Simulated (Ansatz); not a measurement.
## How many bands does the GW gap of SnO2 (Cassiterite) need?

How do accuracy and time trade against each other in G0W0 on SnO2 (Cassiterite)?

Main program and level: Ansatz 0.2.0; G0W0 on PBE, plane waves, PAW.

**1. The starting structure**

Symmetry: P4_2/mnm, No. 136, tetragonal system. The conventional cell has a = 4.738 Å, b = 4.738 Å, c = 3.187 Å, α = 90.00°, β = 90.00°, γ = 90.00°. Sn has 6 O at 2.05 to 2.06 Å nearest. Nearest to O lie 3 Sn at 2.05 to 2.06 Å. Farther neighbours and most contacts between anions are not listed.

The cell and positions come from the Crystallography Open Database and are kept as given unless a step says otherwise.

**2. 187 empty bands, screening to 110 eV**

G0W0 replaces the xc potential by the self-energy, built once from these orbitals. Only a window of levels is corrected, while the sums run over the empty bands that the input names. This step takes hard PAW files.

File input.yaml:

```yaml
crystal:
  lattice:
    - [4.738, 0.0, 0.0]
    - [0.0, 4.738, 0.0]
    - [0.0, 0.0, 3.1865]
  atoms:
    - { symbol: Sn, position: [0.0, 0.0, 0.0] }
    - { symbol: Sn, position: [0.5, 0.5, 0.5] }
    - { symbol: O, position: [0.3071, 0.3071, 0.0] }
    - { symbol: O, position: [0.1929, 0.8071, 0.5] }
    - { symbol: O, position: [0.6929, 0.6929, 0.0] }
    - { symbol: O, position: [0.8071, 0.1929, 0.5] }
kpoints:
  mp_grid: { grid: [4, 4, 6] }
hamiltonian:
  xc: pbe
  pseudopotentials: { kind: paw, source: ansatz }
scf:
  occupations: { method: fixed }
gw:
  n_empty_bands: 187
  ecut_chi: 110.0
  qp_bands: [v2, c2]
  qp_kpoints: band_edges
  screening: { model: contour_deformation }
```

The run is started by

```
ansatz run input.yaml --threads 4 --pin off --max-ram 138240MiB --backend cuda --events-out ev --progress --plain --runs-dir out --devices 1 --max-vram 26GiB
```

Numbers of over 12 decimals in the logs are rounded to 6 here.

The program printed:

```text
GPUs: using 1 of 1 available (devices: 1).
Engine: ansatz 0.2.0, x86_64-unknown-linux-gnu
Pseudopotentials: kind: paw
Pseudopotential: Sn, paw, valence charge 22, recommended cutoff 640 eV (normal), Sn.paw.azcp
Pseudopotential: O, paw, valence charge 6, recommended cutoff 930 eV (normal), O.paw.azcp
Functional definition: PBE
  parameter kappa = 0.804
  parameter beta = 0.066725
  exchange = pbe_x(kappa = kappa, mu = beta*pi^2/3)
  correlation = pbe_c(beta = beta)
device memory: the entry about to start is reckoned to put 2.6 GiB on a device that reports 76.6 GiB free (of which the cap on the GPU budget leaves the run 26.0 GiB)
GPU FFT provider: cuFFT
GPU libraries: cuBLAS 13.8.2, cuFFT 12.4.0, cuSOLVER 12.3.4
Crystal: 6 atoms, lattice volume = 71.533 Å³
Basis set: ecut = 930 eV, 4587 PW (Γ)
Bands: 41, of which v1, the nominal top of the filled ones, is band 34 counted from 1 (33 counted from 0)
Symmetry: 16 space group operations
Space group: P42/mnm (ITA 136), of the structure as read, at distance tolerance 4.2e-5 Å
k-points: 24 of 96
Non-local potential: Sn, projectors of the file, l = 0: 3, l = 1: 3, l = 2: 3, l = 3: 2
Non-local potential: O, projectors of the file, l = 0: 2, l = 1: 2, l = 2: 1
PAW form: soft (Blöchl's): semilocal exchange-correlation on the pseudo side does not see the compensation charge
PAW one-centre angular grid: Sn, 590 points (default); XC on 64 Gauss nodes
PAW one-centre angular grid: O, 110 points (default); XC on 64 Gauss nodes
Initial density: superposition of atomic densities (chi_scale 0.1, normalization cell, long waves kept (reshape's long-wave potential 0.00 eV rms))
Initial wavefunctions: pseudopotential atomic-orbital guess
GPU buffer pool allocated for 104976 grid points (all kernels)
GPU transforms: local potential and band sums: pruned to the plane-wave sphere, on 50×50×36
Functional: x = pbe(κ = 0.804, μ = 0.219515), c = pbe(β = 0.066725)
SCF iter   1: F=—  HF=-21720.950653 eV  |F-HF|=—  |Δ(HF+E_count)|=         —  Δρ=8.52e-2  dr2=3.45e0  ethr=3.10e-3  ⟨swp⟩=4.3  Hψ=3366  notcnv=0  defer=120
preconditioner: auto → Resta (q_TF=auto, 2.705 Å⁻¹)  ε∞=3.3  [insulator: Δε(μ)=1.373 eV  Ē_g=20.881 eV  n_scr=22 (ndim 8)  ℏωp=31.7 eV  f_vac=0.009  ε∞_Penn≈3.3]
SCF iter   2: F=—  HF=-21720.032626 eV  |F-HF|=—  |Δ(HF+E_count)|=   9.18e-1  Δρ=3.88e-2  dr2=5.67e-1  ethr=3.10e-3  ⟨swp⟩=2.0  Hψ=1852  notcnv=0  defer=118
SCF iter   3: F=—  HF=-21719.973923 eV  |F-HF|=—  |Δ(HF+E_count)|=   5.87e-2  Δρ=1.28e-2  dr2=8.20e-2  ethr=8.34e-4  ⟨swp⟩=2.0  Hψ=1541  notcnv=0  defer=120
SCF iter   4: F=—  HF=-21719.983355 eV  |F-HF|=—  |Δ(HF+E_count)|=   9.43e-3  Δρ=3.85e-3  dr2=5.90e-3  ethr=1.21e-4  ⟨swp⟩=2.1  Hψ=1367  notcnv=0  defer=120
SCF iter   5: F=—  HF=-21719.985109 eV  |F-HF|=—  |Δ(HF+E_count)|=   1.75e-3  Δρ=1.13e-3  dr2=4.84e-4  ethr=8.68e-6  ⟨swp⟩=2.2  Hψ=1534  notcnv=0  defer=120
SCF iter   6: F=—  HF=-21719.985812 eV  |F-HF|=—  |Δ(HF+E_count)|=   7.02e-4  Δρ=1.66e-4  dr2=1.36e-5  ethr=7.11e-7  ⟨swp⟩=2.0  Hψ=1386  notcnv=0  defer=120
SCF iter   7: F=—  HF=-21719.985827 eV  |F-HF|=—  |Δ(HF+E_count)|=   1.51e-5  Δρ=3.34e-5  dr2=5.18e-7  ethr=2.00e-8  ⟨swp⟩=2.0  Hψ=1634  notcnv=0  defer=62
SCF iter   8: F=-21719.985827 eV  HF=-21719.985827 eV  |F-HF|=1.75e-8  |Δ(HF+E_count)|=   3.89e-7  Δρ=4.19e-6  dr2=1.32e-8  ethr=1.47e-10  ⟨swp⟩=10.0  Hψ=3934  notcnv=0
SCF 1 converged in 8 iterations: F = -21719.985827 eV  dr2 = 1.32e-8
  greatest PAW one-centre occupation: 0.999 electrons in one spin orbital (limit 2), on the Sn atom at site 1 (counted from 0), in its partial waves of l = 0
device memory: the entry about to start is reckoned to put 2.6 GiB (of the 2.9 GiB reckoned in all, the device holds 0.3 GiB already) on a device that reports 73.4 GiB free (of which the cap on the GPU budget leaves the run 25.7 GiB)
NSCF: frozen V_eff on 24 k-points, pencils in batches of 32, up to order 164
the band table was solved once the SCF had ended and its energy, with any forces and stress, was formed, with the checks that follow a solve (3889 applications of the Hamiltonian). They found nothing against the state; the energy, forces and stress were not computed again (output.eigenvalues in the input reference)
device memory: the entry about to start is reckoned to put 5.9 GiB on a device that reports 73.7 GiB free (of which the cap on the GPU budget leaves the run 26.0 GiB)
NSCF: frozen V_eff on 24 k-points
G₀W₀ screening: q 1/24
[... further progress lines ...]
SCF converged after 8 iterations
Free energy (F): -21719.985827 eV
Harris-Foulkes:  -21719.985827 eV  (|F-HF|=1.75e-8)
Internal energy: -21719.985827 eV  (E = F + TS)
E sigma→0 (E₀):  -21719.985827 eV
Fermi energy:    11.134553 eV
--- Per-component energies (eV) ---
  E_band       = -1367.346924
  E_kinetic    = 2587.518315
  E_local      = -11483.816176  (includes V_loc(G=0)·N_el)
  E_nonlocal   = 853.777291
  E_hartree    = 4520.264738
  E_xc         = -799.571143
  E_vxc        = -1036.110639  (∫ρ·V_xc dr)
  E_paw        = -9279.920732  (= ΣΔE_a)
  E_vpaw       = -1329.243197  (= ΣTr[D̂ρ^β])
  E_aug_tail   = -0.000013  (compensation charges beyond the density's cutoff)
  E_ewald      = -8118.238107
  E_smearing   = -0.000000  (= −TS)
  E_closure    = 0.000000  (closes the sum)
  Σ components = -21719.985827   (vs F -21719.985827, Δ=0.00e0)
--- Band table (eV; the first three rows and the last of 24) ---
  k-point 0: bands = [... 30 lower, 9.9106, 10.3590, 10.3590, 11.1346, 12.4213, 17.3009, 17.5030, 17.5030, ... 3 higher]
  k-point 1: bands = [... 30 lower, 8.9931, 10.3801, 10.3801, 10.9048, 13.9118, 17.8033, 18.5873, 18.5873, ... 3 higher]
  k-point 2: bands = [... 30 lower, 8.7286, 10.1456, 10.1456, 10.2872, 15.9704, 18.1059, 20.0107, 20.5738, ... 3 higher]
  k-point 23: bands = [... 30 lower, 10.1647, 10.1647, 10.3000, 10.3000, 16.0731, 16.0731, 20.0291, 20.0291, ... 3 higher]
--- G₀W₀: contour deformation, 7 samples at zero and on the imaginary axis and 2 off it, 96 q-points, 187 empty bands' worth ---
  eigenvalues of the whole cell's RPA ε∞ on this k-mesh (on a slab, of 1 + 4πα/V) = 4.3464, 4.3464, 4.5685; static W/v taken at q = 0 is 0.226271
  bands read: the sum over 221 bands ends inside a degenerate multiplet in 15 slots, whose members it reads at an even weight; the widest, k=2: bands 221 to 222 (counted from 1) at 1/2 each
  gw.qp_kpoints: band_edges: 11 of 24 stored k-points solved, in 1 pass; an edge of the gap read off the rows below is read off those points alone
    valence top: of the k-points left out ik 14 came nearest to being solved in a further pass, in band 34 (counted from 1, as in the quasiparticle table): it holds the edge there only if its correction is more favourable than any solved in that band by at least 0.579 eV; those differ by 0.295 eV
    conduction bottom: of the k-points left out ik 16 came nearest to being solved in a further pass, in band 35 (counted from 1, as in the quasiparticle table): it holds the edge there only if its correction is more favourable than any solved in that band by at least 3.365 eV; those differ by 0.679 eV
    ik  band        ε_KS         Σx   Σc(E_QP)       V_xc       Z   E_QP_lin       E_QP  E_QP is
     0    33     10.3590   -26.4480     4.9949   -20.7667  0.7530     9.6641     9.6726  root
     0    34     11.1346   -27.1856     5.3220   -21.1404  0.7536    10.4020    10.4113  root
     0    35     12.4213   -14.4725    -3.3263   -18.5888  0.8259    13.2173    13.2114  root
     0    36     17.3009   -12.1255    -4.5578   -17.8243  0.8052    18.4675    18.4420  root
     1    33     10.3801   -26.6265     4.9988   -20.9363  0.7537     9.6801     9.6887  root
     1    34     10.9048   -26.8714     5.3486   -20.7577  0.7522    10.1288    10.1398  root
     1    35     13.9118   -15.6542    -3.1906   -19.8201  0.8103    14.8981    14.8871  root
     1    36     17.8033   -13.1252    -4.7154   -19.1581  0.7923    19.1561    19.1208  root
     3    33      9.8766   -26.2844     5.4816   -19.9209  0.7448     8.9771     8.9946  root
     3    34      9.8766   -26.2844     5.4816   -19.9209  0.7448     8.9771     8.9946  root
     3    35     17.3752   -14.7396    -4.5661   -20.7639  0.7885    18.8703    18.8333  root
     3    36     17.3752   -14.7396    -4.5661   -20.7639  0.7885    18.8703    18.8333  root
     4    33     10.3975   -26.5370     5.0204   -20.8217  0.7532     9.6938     9.7026  root
     4    34     10.8478   -26.7094     5.2637   -20.6863  0.7529    10.0776    10.0884  root
     4    35     13.7112   -15.6291    -3.0649   -19.6033  0.8117    14.6296    14.6204  root
     4    36     16.8442   -12.9739    -4.3103   -18.4176  0.8024    18.0023    17.9776  root
     5    33     10.3508   -26.5879     5.0420   -20.8340  0.7531     9.6297     9.6390  root
     5    34     10.7692   -26.7681     5.2960   -20.7081  0.7521     9.9943    10.0053  root
     5    35     14.6459   -15.4850    -3.4332   -19.9821  0.8065    15.7252    15.7099  root
     5    36     17.4303   -13.8532    -4.5376   -19.7047  0.7906    18.7796    18.7442  root
     8    33     10.5004   -26.5684     5.1063   -20.7285  0.7531     9.7567     9.7668  root
     8    34     10.5004   -26.5684     5.1063   -20.7285  0.7531     9.7567     9.7668  root
     8    35     15.5894   -14.8695    -3.7619   -19.7548  0.8018    16.7353    16.7128  root
     8    36     15.5894   -14.8695    -3.7619   -19.7548  0.8018    16.7353    16.7128  root
[...]
17    33     10.4360   -26.6812     5.1716   -20.7573  0.7522     9.6730     9.6837  root
    17    34     10.4360   -26.6812     5.1716   -20.7573  0.7522     9.6730     9.6837  root
    17    35     16.2117   -14.7811    -4.1018   -20.1242  0.7983    17.4860    17.4530  root
    17    36     16.2117   -14.7811    -4.1018   -20.1242  0.7983    17.4860    17.4530  root
    23    33     10.3000   -26.6274     5.4920   -20.3023  0.7471     9.4527     9.4669  root
    23    34     10.3000   -26.6274     5.4920   -20.3023  0.7471     9.4527     9.4669  root
    23    35     16.0731   -13.3208    -4.1941   -18.6828  0.8126    17.2633    17.2411  root
    23    36     16.0731   -13.3208    -4.1941   -18.6828  0.8126    17.2633    17.2411  root
```

Run time: 41 s. Hardware: 1 × NVIDIA H100 80GB HBM3 (shared by 3 runs) with 4 threads of AMD EPYC 7R13 (Zen 3), shared host; peak memory 1.7 GiB.

In the SCF lines HF is the Harris–Foulkes energy and dr2 the Hartree energy of the density residual, in eV; the loop may stop once dr2 is under the threshold and the program's other checks hold. Hψ counts applications of the Hamiltonian.

This step gave:

| Item | Value |
| --- | --- |
| bands summed | 221 |
| RPA ε∞ on this mesh (eigenvalues) | 4.346, 4.346, 4.569 |
| plane waves in the screening matrix | 181 |
| q-points in the mesh | 96 |
| G0W0 gap on the mesh | 2.800 eV |
| k of the valence top | 0, 0, 0 |
| k of the conduction bottom | 0, 0, 0 |
| starting gap on the mesh | 1.287 eV |
| Z at the valence top | 0.7536 |
| Z at the conduction bottom | 0.8259 |
| least direct G0W0 gap on the computed points | 2.800 eV |

The gap on the mesh goes from 1.29 eV to 2.80 eV, a correction of +1.51 eV. Between the two edge states, bare exchange in place of the xc potential would open the gap by 10.16 eV, and correlation takes back 8.65 eV.

**3. 425 empty bands, screening to 190 eV**

Bands and screening cutoff are moved together, since each hides the error of the other.

input.yaml: that of step 2 with these lines changed.

```diff
@@ -20,4 +20,4 @@
 gw:
-  n_empty_bands: 187
-  ecut_chi: 110.0
+  n_empty_bands: 425
+  ecut_chi: 190.0
   qp_bands: [v2, c2]
```

The program printed:

```text
GPUs: using 1 of 1 available (devices: 1).
[...]
GPU FFT provider: cuFFT
GPU libraries: cuBLAS 13.8.2, cuFFT 12.4.0, cuSOLVER 12.3.4
Crystal: 6 atoms, lattice volume = 71.533 Å³
Basis set: ecut = 930 eV, 4587 PW (Γ)
Bands: 41, of which v1, the nominal top of the filled ones, is band 34 counted from 1 (33 counted from 0)
Symmetry: 16 space group operations
[...]
k-points: 24 of 96
[...]
GPU buffer pool allocated for 104976 grid points (all kernels)
[...]
SCF iter   1: F=—  HF=-21720.950653 eV  |F-HF|=—  |Δ(HF+E_count)|=         —  Δρ=8.52e-2  dr2=3.45e0  ethr=3.10e-3  ⟨swp⟩=4.3  Hψ=3366  notcnv=0  defer=120
[...]
SCF iter   8: F=-21719.985827 eV  HF=-21719.985827 eV  |F-HF|=1.75e-8  |Δ(HF+E_count)|=   3.89e-7  Δρ=4.19e-6  dr2=1.32e-8  ethr=1.47e-10  ⟨swp⟩=10.0  Hψ=3934  notcnv=0
SCF 1 converged in 8 iterations: F = -21719.985827 eV  dr2 = 1.32e-8
[...]
NSCF: frozen V_eff on 24 k-points, pencils in batches of 32, up to order 164
[...]
NSCF: frozen V_eff on 24 k-points
G₀W₀ screening: q 1/24
[... further progress lines ...]
SCF converged after 8 iterations
Free energy (F): -21719.985827 eV
[...]
Internal energy: -21719.985827 eV  (E = F + TS)
E sigma→0 (E₀):  -21719.985827 eV
Fermi energy:    11.134553 eV
[...]
--- Band table (eV; the first three rows and the last of 24) ---
  k-point 0: bands = [... 30 lower, 9.9106, 10.3590, 10.3590, 11.1346, 12.4213, 17.3009, 17.5030, 17.5030, ... 3 higher]
  k-point 1: bands = [... 30 lower, 8.9931, 10.3801, 10.3801, 10.9048, 13.9118, 17.8033, 18.5873, 18.5873, ... 3 higher]
  k-point 2: bands = [... 30 lower, 8.7286, 10.1456, 10.1456, 10.2872, 15.9704, 18.1059, 20.0107, 20.5738, ... 3 higher]
  k-point 23: bands = [... 30 lower, 10.1647, 10.1647, 10.3000, 10.3000, 16.0731, 16.0731, 20.0291, 20.0291, ... 3 higher]
[...]
0    33     10.3590   -26.4480     4.6900   -20.7667  0.7494     9.3478     9.3677  root
     0    34     11.1346   -27.1856     5.0088   -21.1404  0.7502    10.0766    10.0980  root
     0    35     12.4213   -14.4725    -3.5024   -18.5888  0.8223    13.0385    13.0353  root
     0    36     17.3009   -12.1255    -4.8030   -17.8243  0.8031    18.2103    18.1967  root
     1    33     10.3801   -26.6265     4.6937   -20.9363  0.7501     9.3635     9.3835  root
     1    34     10.9048   -26.8714     5.0455   -20.7577  0.7490     9.8126     9.8366  root
     1    35     13.9118   -15.6542    -3.4319   -19.8201  0.8066    14.6511    14.6457  root
     1    36     17.8033   -13.1252    -4.9984   -19.1581  0.7899    18.8588    18.8379  root
[...]
23    33     10.3000   -26.6274     5.2055   -20.3023  0.7441     9.1511     9.1804  root
    23    34     10.3000   -26.6274     5.2055   -20.3023  0.7441     9.1511     9.1804  root
    23    35     16.0731   -13.3208    -4.4407   -18.6828  0.8102    17.0058    16.9944  root
    23    36     16.0731   -13.3208    -4.4407   -18.6828  0.8102    17.0058    16.9944  root
```

It took 64 s on 1 × NVIDIA H100 80GB HBM3 (shared by 3 runs) with 4 threads; peak memory 2.8 GiB.

This step gave:

```
bands summed                                 : 459
RPA ε∞ on this mesh (eigenvalues)            : 4.312, 4.312, 4.537
plane waves in the screening matrix          : 439
q-points in the mesh                         : 96
G0W0 gap on the mesh                         : 2.937 eV
k of the valence top                         : 0, 0, 0
k of the conduction bottom                   : 0, 0, 0
starting gap on the mesh                     : 1.287 eV
Z at the valence top                         : 0.7502
Z at the conduction bottom                   : 0.8223
least direct G0W0 gap on the computed points : 2.937 eV
```

Against the run with 4×4×6 mesh, 187 empty bands, screening to 110 eV, hard PAW files, the gap moves by +0.14 eV.

**4. 720 empty bands, screening to 270 eV**

input.yaml: that of step 3 with these lines changed.

```diff
@@ -20,4 +20,4 @@
 gw:
-  n_empty_bands: 425
-  ecut_chi: 190.0
+  n_empty_bands: 720
+  ecut_chi: 270.0
   qp_bands: [v2, c2]
```

The program printed:

```text
GPUs: using 1 of 1 available (devices: 1).
[...]
GPU FFT provider: cuFFT
GPU libraries: cuBLAS 13.8.2, cuFFT 12.4.0, cuSOLVER 12.3.4
Crystal: 6 atoms, lattice volume = 71.533 Å³
Basis set: ecut = 930 eV, 4587 PW (Γ)
Bands: 41, of which v1, the nominal top of the filled ones, is band 34 counted from 1 (33 counted from 0)
Symmetry: 16 space group operations
[...]
k-points: 24 of 96
[...]
3    34      9.8766   -26.2844     5.0593   -19.9209  0.7408     8.5271     8.5724  root ?
[...]
23    33     10.3000   -26.6274     5.0500   -20.3023  0.7428     8.9765     9.0249  root
    23    34     10.3000   -26.6274     5.0500   -20.3023  0.7428     8.9765     9.0249  root
    23    35     16.0731   -13.3208    -4.5709   -18.6828  0.8091    16.8720    16.8642  root
    23    36     16.0731   -13.3208    -4.5709   -18.6828  0.8091    16.8720    16.8642  root
[key lines of the parts left out:]
SCF converged after 8 iterations
Free energy (F): -21719.985827 eV
Fermi energy:    11.134553 eV
```

Wall time 2 min (1 × NVIDIA H100 80GB HBM3 (shared by 3 runs) with 4 threads); peak memory 5 GiB; 3.1 min of CPU time.

This step gave:

```
bands summed                                 : 754
RPA ε∞ on this mesh (eigenvalues)            : 4.301, 4.301, 4.524
plane waves in the screening matrix          : 729
G0W0 gap on the mesh                         : 2.989 eV
k of the valence top                         : 0, 0, 0
k of the conduction bottom                   : 0, 0, 0
starting gap on the mesh                     : 1.287 eV
least direct G0W0 gap on the computed points : 2.989 eV
```

Against the run with 4×4×6 mesh, 425 empty bands, screening to 190 eV, hard PAW files, the gap moves by +0.05 eV.

(Continued in part 2 of 2.)

[Paths, hosts, dates, memory and timing lines, banners, echoed tables and standing remarks are left out of the program output.]

[Logs are printed without paths, hosts, clocks, repeated set-up lines and the standing remarks that a program may print on its own settings, such as how far it seeks lower states.]

[Runs of the session that timed out or met a known fault of the program may be left out.]

[Cells called generated may have been cut or substituted from an entry of the Crystallography Open Database or the Materials Project.]

[Hosts, paths, dates, database ids (printed as entryN), source tags and the programs' standing remarks are cut or masked in the printed files.]
